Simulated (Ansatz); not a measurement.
# AgC (built on the sites of a database entry of LiC): phonons and vibrational spectra, part 2 of 2

Wanted: vibrations and spectra of AgC (built on the sites of a database entry of LiC); the cell is already relaxed. After the zone centre comes a 2×2×2 q mesh on a 8×8×8 k mesh.

Ansatz 0.2.0; DFT PBEsol, scalar-relativistic, plane waves, PAW.

So far. Step 2 (Modes at Γ): Before it was imposed, the acoustic sum rule was missed by 1.2e-4 eV/Å² and the charge sum rule by 0.0026 e. Small misses are needed for a sound result but don't prove that mesh and cutoff are converged. The lowest optical mode is imaginary, 95.8i cm⁻¹, so the energy falls along it.

The structure was built from a prototype and need not be the compound's stable phase.

## 3. The dispersion

Stability and thermal properties need the whole zone. Linear response on a 2×2×2 q mesh gives force constants as far as a supercell of that size would, and the tensors from the zone-centre run are typed in so that the long-range dipole term is interpolated apart.

Contents of input.yaml:

```yaml
crystal:
  lattice:
    - [-1.7688297355, 2.4311252539, 3.1367103838]
    - [1.7688297355, -2.4311252539, 3.1367103838]
    - [1.7688297355, 2.4311252539, -3.1367103838]
  atoms:
    - { symbol: Ag, position: [0.7188214507, 0.2188214507, 0.5] }
    - { symbol: Ag, position: [0.2811785493, 0.7811785493, 0.5] }
    - { symbol: C, position: [0.1319706291, 0.0, 0.1319706291] }
    - { symbol: C, position: [0.8680293709, 0.0, 0.8680293709] }
kpoints:
  mp_grid: { grid: [8, 8, 8] }
hamiltonian:
  xc: pbesol
scf:
  occupations: { method: fixed }
output:
  eigenvalues: true
phonons:
  method: dfpt
  qmesh: [2, 2, 2]
  temperatures: { t_max: 1000, t_step: 50 }
  qpath:
    path:
      - [[0.0, 0.0, 0.0], [0.5, 0.5, -0.5], [0.32949929, 0.67050071, -0.32949929]]
      - [[-0.32949929, 0.32949929, 0.32949929], [0.0, 0.0, 0.0], [0.40017783, -0.40017783, 0.40017783]]
      - [[0.59982217, 0.40017783, -0.40017783], [0.5, 0.5, -0.5]]
      - [[0.0, 0.0, 0.0], [0.0, 0.5, 0.0], [0.25, 0.25, 0.25], [0.5, 0.0, 0.0], [0.0, 0.0, 0.0], [0.0, 0.0, 0.5], [0.25, 0.25, 0.25]]
    npoints: 10
  non_analytic_term:
    high_frequency_dielectric_tensor: [[6.243, 0.0, 0.0], [0.0, 9.6562, 0.0], [0.0, 0.0, 10.2556]]
    born_effective_charges:
      - { species: Ag, tensor: [[0.706, 0.0, 0.0], [0.0, 0.5228, 0.0], [0.0, 0.0, 0.9714]] }
      - { species: Ag, tensor: [[0.706, 0.0, 0.0], [0.0, 0.5228, 0.0], [0.0, 0.0, 0.9714]] }
      - { species: C, tensor: [[-0.706, 0.0, 0.0], [0.0, -0.5228, 0.0], [0.0, 0.0, -0.9714]] }
      - { species: C, tensor: [[-0.706, 0.0, 0.0], [0.0, -0.5228, 0.0], [0.0, 0.0, -0.9714]] }
    source: "zone-centre run at this cell"
```

Command:

```console
$ ansatz run input.yaml --threads 8 --pin off --max-ram 14336MiB --backend cpu --events-out ev --progress --plain --runs-dir out
```

Numbers of over 12 decimals in the logs are rounded to 6 here.

The program printed:

```text
Warning: phonons: the dynamical matrix that this run interpolates holds no multipole term above the dipole-dipole one, and a site of this crystal is no centre of inversion, so its interpolated transverse optical and acoustic branches and sound speeds can stay off near Gamma, and the density of states and the thermodynamics with them. What a run solves at a wave vector of phonons.qpoints, Gamma apart, where the deck admits one, is free of this, and under fd what a larger phonons.supercell samples
[...]
Crystal: 4 atoms, lattice volume = 53.955 Å³
Basis set: ecut = 420 eV, 1047 PW (Γ), exchange–correlation on 60×60×60 points (8 copies of the dense FFT grid, shifted against one another)
Bands: 28, of which v1, the nominal top of the filled ones, is band 23 counted from 1 (22 counted from 0)
Symmetry: 8 space group operations
k-points: 95 of 512
[...]
SCF iter   1: F=—  HF=-15533.924818 eV  |F-HF|=—  |Δ(HF+E_count)|=         —  Δρ=1.33e-2  dr2=1.01e-1  ethr=1.77e-3  ⟨swp⟩=4.0  Hψ=8113  notcnv=0  defer=221
[...]
SCF iter   9: F=-15533.895243 eV  HF=-15533.895243 eV  |F-HF|=1.82e-12  |Δ(HF+E_count)|=  3.09e-11  Δρ=1.68e-7  dr2=5.87e-12  ethr=1.00e-12  ⟨swp⟩=11.0  Hψ=14554  notcnv=0
SCF 1 converged in 9 iterations: F = -15533.895243 eV  dr2 = 5.87e-12
[...]
NSCF: frozen V_eff on 95 k-points
[...]
DFPT response loops at q = (0, 0, 0) (fractional): preconditioner auto → Resta (q_TF=auto, 2.657 Å⁻¹)  ε∞=9.1 (no band partly filled); β = 1.00, the filter's whole step (`scf.mixing.beta` (0.50) is not read by the response loops at its default; to damp them type it under 1.00, their step now; it binds the ground state too); Broyden in place of MSR1
[...]
SCF converged after 9 iterations
Free energy (F): -15533.895243 eV
[...]
Internal energy: -15533.895243 eV  (E = F + TS)
E sigma→0 (E₀):  -15533.895243 eV
Fermi energy:    12.160150 eV
[...]
--- Band table (eV; the first three rows and the last of 95) ---
  k-point 0: bands = [... 19 lower, 9.8513, 11.7773, 12.0923, 12.1548, 12.8851, 16.1206, 17.8563, 19.7673, ... 1 higher]
  k-point 1: bands = [... 19 lower, 9.7506, 11.4097, 11.6681, 12.1073, 13.6249, 16.2980, 17.4432, 19.7203, ... 1 higher]
  k-point 2: bands = [... 19 lower, 9.8321, 10.7171, 11.1830, 11.9966, 14.5428, 16.0297, 17.1937, 18.7401, ... 1 higher]
  k-point 94: bands = [... 19 lower, 9.1404, 9.7588, 9.8947, 10.2145, 17.0365, 17.5721, 17.6162, 17.7719, ... 1 higher]
--- Phonons (Γ-DFPT): 6 representative perturbations + reference (Σ response iterations 19) ---
  ASR residual: 1.255e-4 → 0.000e0 eV/Å²; symmetrization residual: 1.265e-6 eV/Å²
  ASR residual per site (eV/Å²): 2.87e-5 2.87e-5 1.25e-4 1.25e-4
[...]
--- Phonons (arbitrary-q DFPT): 5 irreducible q on the 2×2×2 mesh ---
  q = [0.0000, 0.0000, 0.0000] (star 1, of the zone-centre solve; hermiticity 3.73e-8, symmetrization 1.75e-14): -95.81 -0.00 0.00 0.00 57.43 110.06 149.40 155.19 258.24 284.38 289.94 1732.21
  q = [0.0000, 0.0000, -0.5000] (star 2, 6 solved perturbations in 900 linear systems a pass and spin channel, the states on 260 of 512 k-point pairs; hermiticity 5.25e-8, symmetrization 6.59e-14): 26.68 52.47 70.03 78.04 110.09 130.24 138.78 190.07 270.98 287.77 406.96 1723.82
[...]
q = [0.0000, -0.5000, -0.5000] (star 2, 6 solved perturbations on 150 of 512 k-point pairs; hermiticity 7.57e-8, symmetrization 6.24e-14): 29.39 53.57 76.41 79.19 92.55 118.23 126.43 134.95 199.52 311.46 409.33 1726.41
[...]
sum rule: each row above includes the acoustic sum rule's correction from the zone centre's row sums; it moved no ω² by more than (1.69 cm⁻¹)²
  mesh force constants: q→R imaginary residual 2.00e-18; ASR residual 1.255e-4 → 0.000e0 eV/Å²; symmetrization residual 5.684e-14 eV/Å²
  interpolated dispersion: 116 rows × 12 modes
  density of states and harmonic sums: on the 16×20×22 q-mesh, interpolated from the force constants of a 2×2×2 supercell (with the dipole–dipole term of supplied tensors)
  largest difference from the sums on the solved wave vectors: F 7.31e-2 eV, S 1.01e-4 and C_V 2.82e-5 eV/K
  zero-point energy: 0.209706 eV/cell   skipped modes (ω ≤ 0): 606, of them read as no rigid motion or as one in doubt: 603 (1.720e-1 modes/cell left out, lowest -95.81 cm⁻¹)   left out of the sums: 1.44e-2 of the cell's modes: C_V's classical limit lies that fraction below 3 k_B per atom; for a crystal, a wire or a layer, F and S can be off by more, and a phonons.interpolated_qmesh denser along its periods is the remedy for the sampling
```

Run time: 88 s. Hardware: 8 threads of Intel Xeon Platinum 8259CL at 2.50GHz (Skylake/Cascade Lake), shared host; peak memory 1.2 GiB; 11 min of CPU time.

This step gave:

- lowest frequency on the path: -95.81 cm⁻¹
- highest frequency on the path or at a solved wavevector: 1748 cm⁻¹
- lowest mode on the q mesh (acoustic modes at Γ apart): -95.81 cm⁻¹

Frequencies (cm⁻¹) solved at each irreducible wavevector; negative means imaginary. Frequencies by wavevector, by row:

| q in reciprocal lattice units | star | mode 1 | mode 2 | mode 3 | mode 4 | mode 10 | mode 11 | mode 12 |
| --- | --- | --- | --- | --- | --- | --- | --- | --- |
| 0 0 0 | 1 | -95.8 | 0 | 0 | 0 | 284.4 | 289.9 | 1732 |
| 0 0 -0.5 | 2 | 26.7 | 52.5 | 70 | 78 | 287.8 | 407 | 1724 |
| 0 -0.5 0 | 2 | 40.2 | 61.2 | 61.4 | 73 | 308.6 | 321.9 | 1737 |
| 0 -0.5 -0.5 | 2 | 29.4 | 53.6 | 76.4 | 79.2 | 311.5 | 409.3 | 1726 |
| -0.5 -0.5 -0.5 | 1 | 6.6 | 53.2 | 71.4 | 74.8 | 330.8 | 357.2 | 1748 |

Interpolated from a 2×2×2 q mesh, rough between the solved points, with the LO-TO term (at Γ the limit along the path; where Γ stands inside the path, tables give the limit on arrival). The phonon branches at the labelled points (cm⁻¹):

```csv
point,branch 1,branch 2,branch 3,branch 4,branch 9,branch 10,branch 11,branch 12
Γ,-96,0,0,0,284,287,290,1732
halfway,-28,43,65,88,223,312,323,1740
X,7,53,71,75,213,331,357,1748
halfway,17,73,78,79,237,328,346,1746
F2,29,73,75,79,272,318,321,1742
jump to Σ0,29,73,75,79,272,318,321,1742
halfway,30,38,58,69,264,267,298,1734
Γ,0,0,0,57,258,284,290,1732
halfway,-86,34,36,46,184,325,394,1725
Y0,19,27,68,70,206,352,360,1742
jump to U0,19,27,68,70,206,352,360,1742
halfway,11,48,70,73,211,339,356,1746
X,7,53,71,75,213,331,357,1748
jump to Γ,-31,0,0,0,270,284,290,1732
halfway,34,37,42,67,268,288,299,1735
R,40,61,61,73,264,309,322,1737
halfway,42,50,61,73,280,314,360,1731
W,34,45,59,62,291,303,407,1724
halfway,36,45,65,67,243,307,408,1725
S,29,54,76,79,200,312,409,1726
halfway,-50,31,47,58,230,305,356,1729
Γ,-96,0,0,0,267,290,292,1732
halfway,30,38,60,86,219,298,352,1728
T,27,52,70,78,271,288,407,1724
halfway,31,48,66,72,282,296,407,1724
W,34,45,59,62,291,303,407,1724
```

Tetrahedra on a 16×20×22 mesh, mean over bins of 20 cm-1. Interpolated from a 2×2×2 q mesh, rough between the solved points. Table of phonon density of states by wavenumber; read off at these points:

| wavenumber (cm⁻¹) | phonon density of states (1/cm⁻¹/cell) |
| --- | --- |
| -90 | 3.6e-4 |
| -50 | 0.00151 |
| 10 | 0.00734 |
| 50 | 0.0537 |
| 70 | 0.0789 |
| 110 | 0.0447 |
| 150 | 0.0370 |
| 210 | 0.0149 |
| 250 | 0.0125 |
| 310 | 0.0335 |
| 350 | 0.00976 |
| 410 | 0.00922 |
| 450 | 0 |
| 510 | 0 |
| 550 | 0 |
| 610 | 0 |
| 650 | 0 |
| 710 | 0 |
| 750 | 0 |
| 810 | 0 |
| 850 | 0 |
| 910 | 0 |
| 950 | 0 |
| 1010 | 0 |
| 1050 | 0 |
| 1110 | 0 |
| 1150 | 0 |
| 1210 | 0 |
| 1250 | 0 |
| 1310 | 0 |
| 1350 | 0 |
| 1410 | 0 |
| 1450 | 0 |
| 1510 | 0 |
| 1550 | 0 |
| 1610 | 0 |
| 1650 | 0 |
| 1710 | 0 |
| 1730 | 0.0449 |
| 1750 | 0.00509 |

The partial phonon density of states has structure finer than the step of the table below, so its rows give means over 100 cm⁻¹, whole bins alone (the curve runs from -106 to 1810 cm⁻¹). Peaks (cm⁻¹: height): Ag 62.9: 0.0586; C 316.0: 0.0246, 1726.0: 0.0250.

Phonopy on the run's constants, 15x19x19 mesh, Gaussian sigma 13.7 cm-1. Interpolated from a 2×2×2 q mesh, rough between the solved points. Partial phonon density of states against wavenumber; means over each step; values in 1/cm⁻¹/cell:

| wavenumber (cm⁻¹) | Ag | C |
| --- | --- | --- |
| 0 | 0.0155 | 0.00161 |
| 100 | 0.0393 | 0.0109 |
| 200 | 0.00392 | 0.0137 |
| 300 | 9.5e-4 | 0.0173 |
| 400 | 2.4e-4 | 0.00605 |
| 500 | 0 | 2.1e-6 |
| 600 | 0 | 0 |
| 700 | 0 | 0 |
| 800 | 0 | 0 |
| 900 | 0 | 0 |
| 1000 | 0 | 0 |
| 1100 | 0 | 0 |
| 1200 | 0 | 0 |
| 1300 | 0 | 0 |
| 1400 | 0 | 0 |
| 1500 | 0 | 0 |
| 1600 | 0 | 0 |
| 1700 | 0 | 0.00875 |

Symmetry leaves 5 wavevectors to solve. The lowest mode among them, the acoustic zeros apart, lies at Γ and is imaginary, 95.8i cm⁻¹, so the energy falls along it.

## 4. Isotope substitution, element Ag, natural mass 107.868 amu

An isotope changes the mass and not the force constants, so no new electronic calculation is needed; the shifts show which modes move this element.

The same force constants with the mass of Ag changed from 107.868 to 108.905 u (phonopy, no LO-TO term). Both lists are sorted by frequency; levels can cross, so a row need not hold one and the same mode. Modes under 3 cm⁻¹ are left out. Isotope shifts, by row, the first 40 of 45 rows:

| q | rank | natural mass (cm⁻¹) | changed mass (cm⁻¹) |
| --- | --- | --- | --- |
| 0 0 0 | 1 | -95.81 | -95.77 |
| 0 0 0 | 5 | 57.43 | 57.15 |
| 0 0 0 | 6 | 110.1 | 109.5 |
| 0 0 0 | 7 | 149.4 | 148.7 |
| 0 0 0 | 8 | 155.2 | 155.2 |
| 0 0 0 | 9 | 258.2 | 258.1 |
| 0 0 0 | 10 | 284.4 | 284.2 |
| 0 0 0 | 11 | 289.9 | 289.9 |
| 0 0 0 | 12 | 1732 | 1732 |
| 0 0 -0.5 | 1 | 26.68 | 26.56 |
| 0 0 -0.5 | 2 | 52.47 | 52.23 |
| 0 0 -0.5 | 3 | 70.03 | 69.73 |
| 0 0 -0.5 | 4 | 78.04 | 77.68 |
| 0 0 -0.5 | 5 | 110.1 | 109.7 |
| 0 0 -0.5 | 6 | 130.2 | 129.7 |
| 0 0 -0.5 | 7 | 138.8 | 138.6 |
| 0 0 -0.5 | 8 | 190.1 | 190.1 |
| 0 0 -0.5 | 9 | 271 | 270.9 |
| 0 0 -0.5 | 10 | 287.8 | 287.7 |
| 0 0 -0.5 | 11 | 407 | 406.9 |
| 0 0 -0.5 | 12 | 1724 | 1724 |
| 0 -0.5 0 | 1 | 40.22 | 40.03 |
| 0 -0.5 0 | 2 | 61.17 | 60.9 |
| 0 -0.5 0 | 3 | 61.41 | 61.12 |
| 0 -0.5 0 | 4 | 72.99 | 72.66 |
| 0 -0.5 0 | 5 | 81.12 | 81.09 |
| 0 -0.5 0 | 6 | 95.03 | 94.61 |
| 0 -0.5 0 | 7 | 150 | 149.3 |
| 0 -0.5 0 | 8 | 236.4 | 236.3 |
| 0 -0.5 0 | 9 | 263.8 | 263.8 |
| 0 -0.5 0 | 10 | 308.6 | 308.4 |
| 0 -0.5 0 | 11 | 321.9 | 321.9 |
| 0 -0.5 0 | 12 | 1737 | 1737 |
| 0 -0.5 -0.5 | 1 | 29.39 | 29.25 |
| 0 -0.5 -0.5 | 2 | 53.57 | 53.31 |
| 0 -0.5 -0.5 | 3 | 76.41 | 76.07 |
| 0 -0.5 -0.5 | 4 | 79.19 | 78.83 |
| 0 -0.5 -0.5 | 5 | 92.55 | 92.55 |
| 0 -0.5 -0.5 | 6 | 118.2 | 117.7 |
| 0 -0.5 -0.5 | 7 | 126.4 | 125.8 |

A mode of this element alone would shift by -0.48 %. The highest zone-centre frequency without the field goes from 1732.2 to 1732.2 cm⁻¹ (+0.0 %).

## 5. Isotope substitution, element C, natural mass 12.011 amu

The same for C, from 12.01 to 13.00 u.

The same force constants with the mass of C changed from 12.011 to 13.003 u (phonopy, no LO-TO term). Both lists are sorted by frequency; levels can cross, so a row need not hold one and the same mode. Modes under 3 cm⁻¹ are left out. Isotope shifts, by row, the first 40 of 45 rows:

```
          q  rank  natural mass (cm⁻¹)  changed mass (cm⁻¹)
      0 0 0     1               -95.81               -92.47
      0 0 0     5                57.43                57.43
      0 0 0     6                110.1                109.9
      0 0 0     7                149.4                149.2
      0 0 0     8                155.2                149.4
      0 0 0     9                258.2                249.2
      0 0 0    10                284.4                274.4
      0 0 0    11                289.9                279.1
      0 0 0    12                 1732                 1665
   0 0 -0.5     1                26.68                26.68
   0 0 -0.5     2                52.47                52.46
   0 0 -0.5     3                70.03                69.79
   0 0 -0.5     4                78.04                   78
   0 0 -0.5     5                110.1                108.9
   0 0 -0.5     6                130.2                129.8
   0 0 -0.5     7                138.8                134.9
   0 0 -0.5     8                190.1                182.8
   0 0 -0.5     9                  271                260.9
   0 0 -0.5    10                287.8                277.5
   0 0 -0.5    11                  407                391.6
   0 0 -0.5    12                 1724                 1657
   0 -0.5 0     1                40.22                40.15
   0 -0.5 0     2                61.17                60.93
   0 -0.5 0     3                61.41                61.41
   0 -0.5 0     4                72.99                72.85
   0 -0.5 0     5                81.12                 78.1
   0 -0.5 0     6                95.03                 94.8
   0 -0.5 0     7                  150                  150
   0 -0.5 0     8                236.4                  228
   0 -0.5 0     9                263.8                253.7
   0 -0.5 0    10                308.6                297.8
   0 -0.5 0    11                321.9                309.5
   0 -0.5 0    12                 1737                 1670
0 -0.5 -0.5     1                29.39                29.39
0 -0.5 -0.5     2                53.57                53.56
0 -0.5 -0.5     3                76.41                76.21
0 -0.5 -0.5     4                79.19                79.05
0 -0.5 -0.5     5                92.55                88.95
0 -0.5 -0.5     6                118.2                118.2
0 -0.5 -0.5     7                126.4                126.2
```

A mode of this element alone would shift by -3.89 %. The highest zone-centre frequency without the field goes from 1732.2 to 1664.8 cm⁻¹ (-3.9 %).

## 6. Results

```yaml
space_group_within_0p01_a: Immm
volume_per_atom: 13.5 Å³
gap_on_the_k_mesh: 0.725 eV
highest_optical_mode_at_the_zone_centre_no_lo_to_term: 1732 cm⁻¹
top_of_the_zone_centre_spectrum_with_the_field: 1732 cm⁻¹
lowest_optical_zone_centre_mode: -95.8 cm⁻¹
mean_high_frequency_dielectric_constant: 8.72
largest_born_charge_third_of_the_trace: 0.733 e
lowest_mode_on_the_q_mesh_acoustic_modes_at_gamma_apart: -95.8 cm⁻¹
highest_frequency_on_the_path_or_at_a_solved_wavevector: 1748 cm⁻¹
imaginary_modes_on_the_2x2x2_q_mesh: yes
```

**Reading.** Modes are clearly imaginary (beyond 10i cm⁻¹) at 1 of the 5 irreducible wavevectors, most at Γ (95.8i cm⁻¹), so this structure is not a minimum of the energy. Without the field, the optical modes at Γ span -96 to 1732 cm⁻¹ (negative means imaginary). The highest mode in this list at Γ, 1732.2 cm⁻¹, is mostly motion of C (100 % of the kinetic energy). The macroscopic field leaves the top of the zone-centre spectrum where it is. Among the real modes, the strongest infrared line is at 258 cm⁻¹. Averaged over orientations, the strongest Raman line at 532 nm and 300 K is at 1732 cm⁻¹. The tensors are the static, non-resonant ones, while 532 nm light (2.33 eV) lies above the computed gap. With the field response the log warns that the k mesh is coarse for the force constants too, so the frequencies may not be converged. The q mesh stands for a supercell only 7.1 Å across, so branches between the solved wavevectors are rough. The program warns that the interpolation holds no quadrupole term, so branches close to Γ can be off in this crystal. The starting cell was built on a prototype and not taken from a measurement, so the phase need not exist. These are harmonic frequencies at zero temperature: anharmonic shifts, linewidths and thermal expansion are left out.

[Logs are printed without paths, hosts, clocks, repeated set-up lines and the standing remarks that a program may print on its own settings, such as how far it seeks lower states.]

[Hosts, paths, dates, database ids (printed as entryN), source tags and the programs' standing remarks are cut or masked in the printed files.]
